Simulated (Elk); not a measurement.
# MnSi: which magnetic order is lowest

Does MnSi prefer parallel or opposed moments, or none?

Calculated with Elk 11.2.3 (patched build); PBE; all-electron APW+lo, Dirac cores, scalar-relativistic bands.

**What experiment says.**

“On Curie temperature of B20-MnSi films” (2022, pmc:9525690) quotes from earlier work for MnSi, B20 cubic (bulk, literature value): moment (saturation moment per Mn) 0.4 μB [Literature value used as input for phase content; rounded, temperature and field not …].

The database entry behind the starting cell differs from later determinations by our own check (0.1 to 0.3 % short, probably kX units), so it need not match the best structure at ambient conditions.

**1. Set-up**

Symmetry: P2_13, No. 198, cubic system. Conventional cell: a = 4.548 Å, b = 4.548 Å, c = 4.548 Å, α = 90.00°, β = 90.00°, γ = 90.00°. Mn has 7 Si at 2.30 to 2.53 Å nearest. Nearest to Si lie 7 Mn at 2.30 to 2.53 Å. Farther neighbours are not listed.

As a file:

```cif
data_structure
_symmetry_space_group_name_H-M 'P 1'
_symmetry_Int_Tables_number 1
_cell_length_a 4.5480
_cell_length_b 4.5480
_cell_length_c 4.5480
_cell_angle_alpha 90.000
_cell_angle_beta 90.000
_cell_angle_gamma 90.000
_cell_volume 94.07
loop_
_atom_site_label
_atom_site_type_symbol
_atom_site_fract_x
_atom_site_fract_y
_atom_site_fract_z
_atom_site_occupancy
Mn1 Mn 0.13800 0.13800 0.13800 1
Mn2 Mn 0.36200 0.86200 0.63800 1
Mn3 Mn 0.63800 0.36200 0.86200 1
Mn4 Mn 0.86200 0.63800 0.36200 1
Si5 Si 0.84600 0.84600 0.84600 1
Si6 Si 0.65400 0.15400 0.34600 1
Si7 Si 0.34600 0.65400 0.15400 1
Si8 Si 0.15400 0.34600 0.65400 1
```

**2. Run 1 (ferro ++++)**

The parallel start comes first: it fits the smallest cell, keeps the most symmetry and shows whether parallel moments form.

The last three numbers of an atom's line are a seed field in its sphere. It points against the wanted moment and shrinks by the factor reducebf each loop.

elk.in reads:

```
tasks
  0
  33
  73

xctype
  20

rgkmax
  7.0

nempty
  8

swidth
  0.005512

reducebf
  0.5

epsengy
  1e-05

maxscl
  100

lmaxi
  3

spinpol
  .true.

sppath
  './'

avec
  8.59447441480 0.00000000000 0.00000000000
  0.00000000000 8.59447441480 0.00000000000
  0.00000000000 0.00000000000 8.59447441480

atoms
  2
  'Mn.in'
  4
  0.1380000000 0.1380000000 0.1380000000   0.000000 0.000000 -0.175000
  0.3620000000 0.8620000000 0.6380000000   0.000000 0.000000 -0.175000
  0.6380000000 0.3620000000 0.8620000000   0.000000 0.000000 -0.175000
  0.8620000000 0.6380000000 0.3620000000   0.000000 0.000000 -0.175000
  'Si.in'
  4
  0.8460000000 0.8460000000 0.8460000000   0.000000 0.000000 0.000000
  0.6540000000 0.1540000000 0.3460000000   0.000000 0.000000 0.000000
  0.3460000000 0.6540000000 0.1540000000   0.000000 0.000000 0.000000
  0.1540000000 0.3460000000 0.6540000000   0.000000 0.000000 0.000000

ngridk
  8 8 8

plot3d
  0 0 0
  1 0 0
  0 1 0
  0 0 1
  23 23 23
```

On the command line:

```
OMP_NUM_THREADS=4 elk
```

The next run changes these lines of the input before it:

```diff
@@ -2,4 +2,2 @@
   0
-  33
-  73
 
@@ -46,4 +44,4 @@
   0.3620000000 0.8620000000 0.6380000000   0.000000 0.000000 -0.175000
-  0.6380000000 0.3620000000 0.8620000000   0.000000 0.000000 -0.175000
-  0.8620000000 0.6380000000 0.3620000000   0.000000 0.000000 -0.175000
+  0.6380000000 0.3620000000 0.8620000000   0.000000 0.000000 0.175000
+  0.8620000000 0.6380000000 0.3620000000   0.000000 0.000000 0.175000
   'Si.in'
@@ -57,8 +55 @@
   8 8 8
-
-plot3d
-  0 0 0
-  1 0 0
-  0 1 0
-  0 0 1
-  23 23 23
```

The next run changes these lines of the input before it:

```diff
@@ -15,5 +15,2 @@
 
-reducebf
-  0.5
-
 epsengy
@@ -26,5 +23,2 @@
   3
-
-spinpol
-  .true.
 
@@ -42,6 +36,6 @@
   4
-  0.1380000000 0.1380000000 0.1380000000   0.000000 0.000000 -0.175000
-  0.3620000000 0.8620000000 0.6380000000   0.000000 0.000000 -0.175000
-  0.6380000000 0.3620000000 0.8620000000   0.000000 0.000000 0.175000
-  0.8620000000 0.6380000000 0.3620000000   0.000000 0.000000 0.175000
+  0.1380000000 0.1380000000 0.1380000000   0.000000 0.000000 0.000000
+  0.3620000000 0.8620000000 0.6380000000   0.000000 0.000000 0.000000
+  0.6380000000 0.3620000000 0.8620000000   0.000000 0.000000 0.000000
+  0.8620000000 0.6380000000 0.3620000000   0.000000 0.000000 0.000000
   'Si.in'
```

**Question.** What will these runs give for the largest site moment?

The site moments add up to 3.72 μB, near the cell's 3.70 μB; the space between the atoms is polarised against them. Symmetry leaves 2 kinds of site among the 8 atoms, and equivalent atoms carry values of equal size. The lowest state found is ferromagnetic, reached from the start ferro ++++, with moments up to 0.974 μB.

| Quantity | Value |
| --- | --- |
| lowest state found | ferromagnetic (started as ferro ++++) |
| largest site moment | 0.974 μB |
| next state | non-magnetic, 26.7 meV a seeded atom higher |
| energy gained by spin polarisation | 26.7 meV a seeded atom |

Spin polarisation gains little. Only 3 starts are shown; other collinear patterns, canted and longer-period orders are not. A measured saturation moment is set beside the cell's net spin moment, without the orbital part, divided by the number of magnetic atoms.

Computed beside measured:

| quantity | measured | PBE |
| --- | --- | --- |
| moment (Mn) (μB) | 0.4 | 0.92 (+131.0 %) |

Measured values from pmc:9525690 (2022).

Verdict: The moment is off by +131.0 %. No cell relaxation is part of this session.

[Logs and program files are shortened in this print: banners, set-up blocks, solver, clock and traceback lines can be left out without a mark of their own.]

[Logs are printed without paths, hosts, clocks, repeated set-up lines and the standing remarks that a program may print on its own settings, such as how far it seeks lower states.]

[Hosts, paths, dates, database ids (printed as entryN), source tags and the programs' standing remarks are cut or masked in the printed files.]

[Where a cell is said to come from a database of computed structures, the database is the Materials Project.]
